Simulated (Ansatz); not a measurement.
# h-BN/Zr2CO2 MXene heterobilayer (59 atoms): geometry optimisation

Wanted: the relaxed structure of h-BN/Zr2CO2 MXene heterobilayer (59 atoms) and its electronic structure.

Method: Kohn-Sham DFT, PBE+D3(BJ), PAW (set soft_2), plane waves, in Ansatz 0.2.0.

### 1. The structure

The cell holds 59 atoms: 12 B, 12 N, 7 C, 14 Zr and 14 O. Cell: a = 8.716 Å, b = 8.716 Å, c = 21.680 Å, α = 90.0°, β = 90.0°, γ = 120.0°. It derives from BN and Zr2CO2. 12 cells of h-BN (a = 2.504 Å, strained +0.48 %) and 7 cells of Zr2CO2 MXene (a = 3.31 Å, -0.48 %) on one hexagonal cell, twist 10.89 deg; facing planes 3.08 Å apart; 14 Å of vacuum; displaced by a Gaussian of 0.01 Å. Regions: layer 1, 24 atoms (12 B and 12 N); layer 2, 35 atoms (7 C, 14 Zr and 14 O). Vacuum lies along c.

Coordinates:

```xyz
59
Lattice="8.7158 0.0000 0.0000 -4.3579 7.5481 0.0000 0.0000 0.0000 21.6800" Properties=species:S:1:pos:R:3
B    -1.4466    5.0303    7.0026
N    -0.7315    3.7753    7.0204
B     2.8984    0.0051    6.9998
N    -0.7318    6.2758    6.9829
B     0.7306    1.2665    7.0087
N    -2.9036    7.5403    6.9898
B     0.7367    3.7734    7.0100
N     1.4645    2.5129    6.9964
B     0.7318    6.2718    7.0089
N     1.4542    5.0366    6.9964
B     2.8904    2.5218    6.9974
N     3.6215    1.2746    6.9872
B     2.8991    5.0395    7.0050
N     3.6354    3.7784    6.9833
B     2.9123    7.5473    7.0052
N     3.6543    6.3027    6.9951
B     5.0872    1.2508    6.9992
N     5.8299    0.0029    7.0007
B     5.0619    3.7930    7.0011
N     5.8280    2.4918    7.0016
B     5.0752    6.3006    6.9920
N    -2.8984    5.0276    6.9914
B    -1.4547    2.5274    7.0085
N    -0.7213    1.2759    7.0013
C     3.8393    6.6511   12.3871
Zr    0.1040    0.8969   13.7464
Zr   -3.0289    7.0115   11.0113
O    -3.0114    6.9914   14.6862
O     0.1011    0.8888   10.0773
C    -1.1421    2.3338   12.3669
Zr   -0.5443    4.1477   13.7419
Zr    0.7239    2.6840   11.0052
O     0.7238    2.7006   14.6717
O    -0.5134    4.1441   10.0795
C    -1.7775    5.5873   12.3613
Zr   -1.1505    7.3681   13.7482
Zr    0.0994    5.9396   11.0286
O     0.0983    5.9391   14.6886
O    -1.1320    7.3814   10.0899
C     1.9769    1.2361   12.3643
Zr    2.5951    3.0578   13.7410
Zr    3.8307    1.6079   11.0065
O     3.8329    1.6274   14.6659
O     2.5870    3.0574   10.0684
C     1.3325    4.4988   12.3708
Zr    1.9581    6.3017   13.7505
Zr    3.2245    4.8428   11.0004
O     3.2003    4.8395   14.6951
O     1.9570    6.2779   10.0851
C     5.0712    0.1854   12.3749
Zr    5.6870    1.9707   13.7462
Zr    6.9475    0.5348   11.0015
O     6.9378    0.5442   14.6644
O     5.7154    1.9641   10.0758
C     4.4449    3.3988   12.3775
Zr    5.0533    5.2142   13.7501
Zr    6.3027    3.7794   11.0150
O     6.3053    3.7787   14.6728
O     5.1027    5.2205   10.0797
```

### 2. Single point at the start

A single point comes first, to see the forces before anything moves.

Contents of input.yaml:

```yaml
crystal:
  lattice:
    - [8.7158, 0.0, 0.0]
    - [-4.3579, 7.5481, 0.0]
    - [0.0, 0.0, 21.68]
  atoms:
    - { symbol: B, position: [0.16724, 0.66643, 0.323] }
    - { symbol: "N", position: [0.16616, 0.50017, 0.32382] }
    - { symbol: B, position: [0.33288, 0.00068, 0.32287] }
    - { symbol: "N", position: [0.33176, 0.83144, 0.32209] }
    [... 49 atom lines left out ...]
    - { symbol: O, position: [0.78586, 0.26021, 0.46475] }
    - { symbol: C, position: [0.73512, 0.45028, 0.57092] }
    - { symbol: Zr, position: [0.92518, 0.69079, 0.63423] }
    - { symbol: Zr, position: [0.97349, 0.50071, 0.50807] }
    - { symbol: O, position: [0.97374, 0.50061, 0.67679] }
    - { symbol: O, position: [0.93127, 0.69163, 0.46493] }
kpoints:
  mp_grid: { grid: [2, 2, 1] }
hamiltonian:
  xc: pbe
  dispersion: d3bj
scf:
  occupations: { method: fermi_dirac, width: 0.05 }
output:
  forces: true
  populations: intrinsic
  dos:
    method: { smearing: { sigma: 0.15 } }
    de: 0.1
    projected:
      site_lists:
        B: [B]
        C: [C]
        "N": ["N"]
        O: [O]
        Zr: [Zr]
        layer_1: [0, 1, 2, 3, 4, 5, 6, 7, 8, 9, 10, 11, 12, 13, 14, 15, 16, 17, 18, 19, 20, 21, 22, 23]
        layer_2: [24, 25, 26, 27, 28, 29, 30, 31, 32, 33, 34, 35, 36, 37, 38, 39, 40, 41, 42, 43, 44, 45, 46, 47, 48, 49, 50, 51, 52, 53, 54, 55, 56, 57, 58]
  eigenvalues: true
```

Command:

```
ansatz run input.yaml --threads 4 --pin off --max-ram 8192MiB --backend cpu --events-out ev --progress --plain --runs-dir out
```

Numbers of over 12 decimals in the logs are rounded to 6 here.

The program printed:

```text
Engine: ansatz 0.2.0, aarch64-unknown-linux-gnu
Pseudopotentials: kind: paw
Pseudopotential: B, paw, valence charge 3, recommended cutoff 420 eV (normal), B.paw.azcp
Pseudopotential: N, paw, valence charge 5, recommended cutoff 420 eV (normal), N.paw.azcp
Pseudopotential: C, paw, valence charge 4, recommended cutoff 420 eV (normal), C.paw.azcp
Pseudopotential: Zr, paw, valence charge 12, recommended cutoff 420 eV (normal), Zr.paw.azcp
Pseudopotential: O, paw, valence charge 6, recommended cutoff 420 eV (normal), O.paw.azcp
[... 5 lines on functional and potentials left out ...]
Crystal: 59 atoms, lattice volume = 1426.278 Å³
Basis set: ecut = 420 eV, 27919 PW (Γ), exchange–correlation on 120×120×300 points (8 copies of the dense FFT grid, shifted against one another)
Bands: 247, of which v1, the nominal top of the filled ones, is band 188 counted from 1 (187 counted from 0)
Symmetry: 1 space group operations
Space group: P1 (ITA 1), of the structure as read, at distance tolerance 1.1e-4 Å
k-points: 4
[... 11 lines on functional and potentials left out ...]
Initial density: superposition of atomic densities (neutral atoms: chi_scale 0, normalization atom), corrected by the library's trained network
Initial wavefunctions: pseudopotential atomic-orbital guess
Functional: x = pbe(κ = 0.804, μ = 0.219515), c = pbe(β = 0.066725)
SCF iter   1: F=—  HF=-74836.797918 eV  |F-HF|=—  |Δ(HF+E_count)|=         —  Δρ=3.74e-3  dr2=4.00e-1  ethr=1.77e-3  ⟨swp⟩=8.0  Hψ=4667  notcnv=0  defer=49
preconditioner: auto → Resta (q_TF=auto, 2.185 Å⁻¹)  ε∞=3.2  [insulator: Δε(μ)=1.057 eV  Ē_g=10.839 eV  σ=0.050 eV  W_gap=1.00  n_scr=212 (ndim 8)  ℏωp=16.0 eV  f_vac=0.510  D(μ)=0.00/eV (n_scr^D=0)  ε∞_Penn≈3.2  vacuum switching on, ρ_ref=8.5e-3 e/Å³]
SCF iter   2: F=—  HF=-74836.744528 eV  |F-HF|=—  |Δ(HF+E_count)|=   5.34e-2  Δρ=1.87e-3  dr2=1.06e-1  ethr=1.06e-4  ⟨swp⟩=2.0  Hψ=1606  notcnv=0  defer=194
SCF iter   3: F=—  HF=-74836.733673 eV  |F-HF|=—  |Δ(HF+E_count)|=   1.09e-2  Δρ=1.12e-3  dr2=4.04e-2  ethr=2.81e-5  ⟨swp⟩=2.0  Hψ=1257  notcnv=0  defer=194
SCF iter   4: F=—  HF=-74836.730852 eV  |F-HF|=—  |Δ(HF+E_count)|=   2.82e-3  Δρ=7.98e-4  dr2=1.49e-2  ethr=1.07e-5  ⟨swp⟩=2.0  Hψ=1235  notcnv=0  defer=194
SCF iter   5: F=—  HF=-74836.728684 eV  |F-HF|=—  |Δ(HF+E_count)|=   2.17e-3  Δρ=1.92e-4  dr2=1.07e-3  ethr=3.97e-6  ⟨swp⟩=2.0  Hψ=1406  notcnv=0  defer=192
SCF iter   6: F=—  HF=-74836.728452 eV  |F-HF|=—  |Δ(HF+E_count)|=   2.33e-4  Δρ=1.77e-4  dr2=5.56e-4  ethr=2.85e-7  ⟨swp⟩=2.0  Hψ=1322  notcnv=0  defer=192
SCF iter   7: F=—  HF=-74836.728379 eV  |F-HF|=—  |Δ(HF+E_count)|=   7.26e-5  Δρ=4.16e-5  dr2=2.52e-5  ethr=1.48e-7  ⟨swp⟩=2.0  Hψ=1322  notcnv=0  defer=192
SCF iter   8: F=—  HF=-74836.729144 eV  |F-HF|=—  |Δ(HF+E_count)|=   7.64e-4  Δρ=1.25e-5  dr2=2.83e-6  ethr=6.72e-9  ⟨swp⟩=2.8  Hψ=1352  notcnv=0  defer=192
SCF iter   9: F=—  HF=-74836.729143 eV  |F-HF|=—  |Δ(HF+E_count)|=   1.54e-7  Δρ=6.13e-6  dr2=5.30e-7  ethr=7.54e-10  ⟨swp⟩=2.2  Hψ=1359  notcnv=0  defer=192
SCF iter  10: F=-74836.729144 eV  HF=-74836.729144 eV  |F-HF|=2.95e-7  |Δ(HF+E_count)|=   4.31e-7  Δρ=2.17e-6  dr2=5.31e-8  ethr=2.66e-11  ⟨swp⟩=16.5  Hψ=5525  notcnv=0
SCF 1 converged in 10 iterations: F = -74836.729144 eV  dr2 = 5.31e-8
  greatest PAW one-centre occupation: 0.995 electrons in one spin orbital (limit 2), on the Zr atom at site 26 (counted from 0), in its partial waves of l = 0
SCF converged after 10 iterations
Free energy (F): -74836.729144 eV
Harris-Foulkes:  -74836.729144 eV  (|F-HF|=2.95e-7)
Internal energy: -74836.729090 eV  (E = F + TS)
E sigma→0 (E₀):  -74836.729117 eV
Entropy (-TS):   -0.000054 eV (-0.001 meV/atom)
Fermi energy:    2.183613 eV
--- Per-component energies (eV) ---
  E_band       = -4719.412731
  E_kinetic    = 9961.727461
  E_local      = -239558.061814  (includes V_loc(G=0)·N_el)
  E_nonlocal   = 2621.426823
  E_hartree    = 114993.672460
  E_xc         = -4764.583089
  E_vxc        = -5813.289225  (∫ρ·V_xc dr)
  E_paw        = -46724.951795  (= ΣΔE_a)
  E_vpaw       = -1918.584911  (= ΣTr[D̂ρ^β])
  E_aug_tail   = 0.035909  (compensation charges beyond the density's cutoff)
  E_ewald      = 88644.813583
  E_disp       = -10.808630  (pairwise vdW)
  E_smearing   = -0.000054  (= −TS)
  E_closure    = -0.000000  (closes the sum)
  Σ components = -74836.729144   (vs F -74836.729144, Δ=0.00e0)
--- Forces (eV/Å), atoms counted from 1 ---
  atom   1  B     -0.39702254    -0.22763577    -0.05779929
  atom   2  N      0.82396652     0.07852281    -0.14752245
  atom   3  B      0.42145836    -0.27497839    -0.12349064
  atom   4  N      0.57123141     0.87066862     0.19908047
  atom   5  B     -0.18602134    -0.44650807    -0.13915736
  atom   6  N     -0.17134447     0.70786846     0.16752523
  atom   7  B     -0.63948189    -0.09264184    -0.06422205
  atom   8  N     -0.74582867     0.42683742     0.13358786
  atom   9  B     -0.31996222     1.09888359    -0.20088028
  atom  10  N      0.20632816    -0.52011827     0.15862102
  atom  11  B      0.96139088     0.05954898    -0.06822724
  atom  12  N      0.36556131    -0.70451381     0.17032623
  atom  13  B      0.71237498     0.11802275    -0.20724043
  atom  14  N     -0.93886028     0.26564460     0.18700888
[...]
atom  58  O      0.09083824    -0.02419260    -0.08831287
  atom  59  O     -0.33798125    -0.13049132     0.03538980
  max |Σ_I F_I| component: 3.05e-4 eV/Å
--- Band table (eV) ---
  k-point 0: bands = ["-46.9289", "-46.8919", "-46.8589", "-46.8550", [... 231 levels ...], "6.5902", "6.7343", "7.2079", "7.2329", "7.3571", "7.5119", "7.5210", "7.5242", "7.5351", "7.5575", "7.5722", "8.2124"]
[...]
--- intrinsic populations: 59 sites ---
  site symbol       q [e]
     0      B      2.6208
     1      N      5.3858
     2      B      2.6104
[...]
58      O      6.6561
  spilling = 0.000000 (of n_electrons = 376.000000)
```

It took 2 min on 4 threads of Arm Neoverse N1, shared host; peak memory 6.5 GiB; 7.8 min of CPU time.

The column dr2 measures how far the density is from self-consistency, as an energy; F and HF (Harris–Foulkes) agree once it is small.

The run gave:

* free energy: -74836.7291 eV
* free energy per atom: -1268.4191 eV/atom
* SCF cycles: 10
* r.m.s. force component: 0.4287 eV/Å
* longest force: 1.943 eV/Å
* Fermi energy: 2.184 eV
* gap (highest filled to lowest empty level): 0.9986 eV

The r.m.s. force component of 0.43 eV/Å sets the starting point.

Length of the force by element:

```csv
element,coordination,atoms,mean length of the force (eV/Å),spread,least,most
B,all,12,0.809,0.458,0.223,1.94
C,all,7,0.282,0.0993,0.159,0.445
N,all,12,0.982,0.374,0.582,1.94
O,all,14,0.208,0.0777,0.106,0.364
Zr,all,14,0.722,0.146,0.546,1.02
```

### 3. Relaxation

The atoms are relaxed in the fixed cell, aiming at the force tolerance of the input.

input.yaml, the sections that differ from step 2:

```yaml
output:
  forces: true
relax:
  f_tol: 0.05
  max_steps: 107
# crystal, kpoints, hamiltonian, scf: as in step 2
```

The program printed:

```text
[...]
Crystal: 59 atoms, lattice volume = 1426.278 Å³
Basis set: ecut = 420 eV, 27919 PW (Γ), exchange–correlation on 120×120×300 points (8 copies of the dense FFT grid, shifted against one another)
Bands: 247, of which v1, the nominal top of the filled ones, is band 188 counted from 1 (187 counted from 0)
Symmetry: 1 space group operations
[...]
k-points: 4
[...]
SCF iter   1: F=—  HF=-74836.797916 eV  |F-HF|=—  |Δ(HF+E_count)|=         —  Δρ=3.74e-3  dr2=4.00e-1  ethr=1.77e-3  ⟨swp⟩=8.0  Hψ=4667  notcnv=0  defer=49
[...]
SCF iter   7: F=-74836.729137 eV  HF=-74836.729122 eV  |F-HF|=1.47e-5  |Δ(HF+E_count)|=   7.26e-5  Δρ=4.12e-5  dr2=2.56e-5  ethr=1.66e-8  ⟨swp⟩=3.0  Hψ=3769  notcnv=0
SCF 1 converged in 7 iterations: F = -74836.729137 eV  dr2 = 2.56e-5
[...]
relax step   1: F+E_penalty+E_count = -74836.72913678 eV  Δ(F+E_penalty+E_count) = +0.000e0 eV  max|allowed force component| = 1.543e0 eV/Å  Δτ_max = 0.0000 Å  (7 SCF iters, dr2 threshold 6.25e-5 eV, accepted)
[...]
relax step   2: F+E_penalty+E_count = -74836.37215479 eV  Δ(F+E_penalty+E_count) = +3.570e-1 eV  max|allowed force component| = 1.294e0 eV/Å  Δτ_max = 0.1213 Å  (7 SCF iters, dr2 threshold 1.00e-4 eV, rejected (line search))
[...]
relax step   3: F+E_penalty+E_count = -74837.06907694 eV  Δ(F+E_penalty+E_count) = -3.399e-1 eV  max|allowed force component| = 3.264e-1 eV/Å  Δτ_max = 0.0606 Å  (10 SCF iters, accepted)
relax step   4: F+E_penalty+E_count = -74837.07982210 eV  Δ(F+E_penalty+E_count) = -1.075e-2 eV  max|allowed force component| = 5.145e-2 eV/Å  Δτ_max = 0.0676 Å  (8 SCF iters, dr2 threshold 6.66e-6 eV, accepted)
[...]
relax step   5: F+E_penalty+E_count = -74837.08800463 eV  Δ(F+E_penalty+E_count) = -8.183e-3 eV  max|allowed force component| = 1.322e-2 eV/Å  Δτ_max = 0.0314 Å  (9 SCF iters, accepted)
SCF converged after 9 iterations
Free energy (F): -74837.088005 eV
[...]
Internal energy: -74837.087914 eV  (E = F + TS)
E sigma→0 (E₀):  -74837.087959 eV
Entropy (-TS):   -0.000091 eV (-0.002 meV/atom)
Fermi energy:    2.375491 eV
[...]
--- Forces (eV/Å), atoms counted from 1 ---
  atom   1  B     -0.00075496    -0.00033493     0.00570213
  atom   2  N      0.00005498    -0.00040781     0.00380530
  atom   3  B      0.00092446    -0.00160404     0.00066725
  atom   4  N      0.00084669     0.00139282     0.00231852
  atom   5  B     -0.00192911     0.00075466     0.00336719
  atom   6  N      0.00152467    -0.00083507     0.00249199
  atom   7  B     -0.00086098    -0.00037461     0.00478773
  atom   8  N     -0.00112742    -0.00124120     0.00219401
  atom   9  B     -0.00041354    -0.00046684     0.00318386
  atom  10  N     -0.00114378     0.00003607     0.00321717
  atom  11  B     -0.00051050     0.00191669     0.00404774
  atom  12  N     -0.00087419     0.00024492     0.00333366
  atom  13  B      0.00099816    -0.00032617     0.00458619
  atom  14  N     -0.00079478    -0.00095349     0.00103044
[...]
atom  58  O     -0.00107429    -0.00137891    -0.00752410
  atom  59  O      0.00511548    -0.00240761     0.00213720
  max |Σ_I F_I| component: 1.69e-3 eV/Å
--- Relaxed structure (5 steps of the walk, 4 accepted, 0 SCFs on fresh bases) ---
  F+E_penalty+E_count = -74837.08800463 eV   max|allowed force component| = 1.322e-2 eV/Å
  atoms:
    - { symbol: B, position: [0.167204, 0.666872, 0.320522] }
    - { symbol: N, position: [0.167059, 0.500235, 0.319282] }
    - { symbol: B, position: [0.333905, 0.000265172, 0.323825] }
    - { symbol: N, position: [0.333904, 0.833565, 0.322352] }
[...]
- { symbol: O, position: [0.927486, 0.690403, 0.464897] }
```

It took 4.8 min on 4 threads; peak memory 6.4 GiB; 19 min of CPU time.

Relaxation path:

```csv
step,energy less that of the first step (eV),largest force component (eV/Å)
1,0.0000,1.5433
2,0.3570,1.2936
3,-0.3399,0.3264
4,-0.3507,0.0515
5,-0.3589,0.0132
```

Relaxation step 2 was tried and not accepted.

The atoms that moved most (Å):

```csv
atom,dx,dy,dz,length
N2,0.008,0.000,-0.098,0.099
B23,0.004,-0.009,-0.077,0.078
N20,-0.015,0.028,-0.068,0.075
B19,0.025,-0.016,-0.050,0.058
B1,-0.002,0.003,-0.054,0.054
Zr31,0.018,-0.015,0.044,0.049
B7,-0.010,0.003,-0.045,0.046
N24,-0.004,-0.015,-0.043,0.046
```

The relaxation changed the energy by -6.08 meV/atom, and atoms moved by 0.035 Å r.m.s., 0.099 Å at most.

### 4. Distances and neighbours after relaxation

Bonds before and after, by the cutoffs listed below:

```csv
pair,bonds before,bonds after,mean before (Å),mean after (Å),spread before (Å),spread after (Å)
O-Zr,42,42,2.118,2.113,0.012,0.002
Zr-C,42,42,2.343,2.358,0.013,0.001
B-N,36,36,1.453,1.453,0.017,0.001
```

Normalised to the volume that the atoms fill. g(r), total and by pair (bins of 0.2 Å):

```csv
r (Å),total,O-O,O-Zr,O-B,O-N,O-C,Zr-Zr
1.40,2.44,0.00,0.00,0.00,0.00,0.00,0.00
1.60,0.00,0.00,0.00,0.00,0.00,0.00,0.00
1.80,0.00,0.00,0.00,0.00,0.00,0.00,0.00
2.00,0.00,0.00,0.00,0.00,0.00,0.00,0.00
2.20,1.37,0.00,12.15,0.00,0.00,0.00,0.00
2.40,1.09,0.00,0.00,0.00,0.00,0.00,0.00
2.60,1.66,0.00,0.00,0.00,0.00,0.00,0.00
2.80,0.00,0.00,0.00,0.00,0.00,0.00,0.00
3.00,1.34,0.00,0.00,0.16,0.00,12.40,0.00
3.20,1.55,10.25,0.00,0.60,0.60,0.00,10.25
3.40,0.44,0.00,0.00,0.79,0.94,0.00,4.82
3.60,0.12,0.00,0.00,0.69,0.59,0.00,0.00
3.80,1.01,0.00,1.32,0.63,0.75,0.00,0.00
4.00,0.93,0.00,3.56,0.48,0.57,0.00,0.00
4.20,0.22,0.00,0.00,0.69,0.51,0.00,0.00
4.40,1.07,0.00,0.00,0.63,0.63,5.50,0.00
4.60,0.22,0.00,0.00,0.43,0.50,0.00,0.00
4.80,0.34,0.00,0.00,0.59,0.52,0.00,2.46
5.00,1.23,2.17,4.43,0.36,0.49,0.00,0.00
5.20,1.48,0.00,4.18,0.51,0.45,0.00,0.00
5.40,0.20,0.00,0.00,0.47,0.36,0.00,0.00
5.60,0.69,0.00,0.00,0.48,0.64,7.20,0.00
5.80,1.03,3.35,0.00,0.40,0.32,0.00,6.65
6.00,0.31,1.54,0.00,0.34,0.34,0.00,0.00
6.20,0.24,0.00,0.00,0.44,0.44,0.00,0.00
6.40,0.48,0.00,0.00,0.41,0.45,0.00,0.00
6.60,1.04,2.54,0.00,0.35,0.31,0.00,2.54
6.80,0.65,2.35,2.35,0.36,0.33,0.00,0.00
```

Bonds by pair of elements; cutoffs follow the first minimum of g(r), held within bounds set by covalent radii, and pairs that aren't listed don't count as bonded:

```csv
pair A-B,cutoff (Å),bonds,mean length (Å),spread (Å),shortest (Å),B about A,A about B
O-Zr,2.82,42,2.11,0.002,2.11,3,3
Zr-C,2.81,42,2.36,0.001,2.35,3,6
B-N,1.88,36,1.45,0.001,1.45,3,3
```

How many atoms have how many bonded neighbours:

```csv
element,mean,3,6
B,3,12,0
C,6,0,7
N,3,12,0
O,3,14,0
Zr,6,0,14
```

Bond angles, per cent of each kind in bins of 5°:

```csv
angle (°),C-Zr-O,Zr-C-Zr,Zr-O-Zr,O-Zr-O,C-Zr-C
80–85,66.7,0.0,0.0,0.0,0.0
85–90,0.0,40.0,0.0,0.0,100.0
90–95,0.0,40.0,0.0,0.0,0.0
95–100,0.0,0.0,0.0,0.0,0.0
100–105,0.0,0.0,100.0,100.0,0.0
105–110,0.0,0.0,0.0,0.0,0.0
110–115,0.0,0.0,0.0,0.0,0.0
115–120,0.0,0.0,0.0,0.0,0.0
120–125,0.0,0.0,0.0,0.0,0.0
125–130,0.0,0.0,0.0,0.0,0.0
130–135,0.0,0.0,0.0,0.0,0.0
135–140,0.0,0.0,0.0,0.0,0.0
140–145,0.0,0.0,0.0,0.0,0.0
145–150,0.0,0.0,0.0,0.0,0.0
150–155,0.0,0.0,0.0,0.0,0.0
155–160,0.0,0.0,0.0,0.0,0.0
160–165,0.0,0.0,0.0,0.0,0.0
165–170,33.3,0.0,0.0,0.0,0.0
170–175,0.0,0.0,0.0,0.0,0.0
175–180,0.0,20.0,0.0,0.0,0.0
```

Bond angles (no mean is given where the spread exceeds 20°):

```csv
angle,count,mean (°),spread (°)
C-Zr-O,126,-,-
Zr-C-Zr,105,-,-
Zr-O-Zr,42,102,0.1
O-Zr-O,42,102,0.1
C-Zr-C,42,88.6,0
```

First main peaks of g(r), for some of the pairs, lie near 3.27 Å (O-O), 2.12 Å (O-Zr), 2.98 Å (O-C) and 3.31 Å (Zr-Zr). By these cutoffs all B atoms have 3, all C atoms have 6, all N atoms have 3 and all O atoms have 3 bonded neighbours.

(Part 1 of 2 ends here.)

[Logs are printed without paths, hosts, clocks, repeated set-up lines and the standing remarks that a program may print on its own settings, such as how far it seeks lower states.]

[Hosts, paths, dates, database ids (printed as entryN), source tags and the programs' standing remarks are cut or masked in the printed files.]
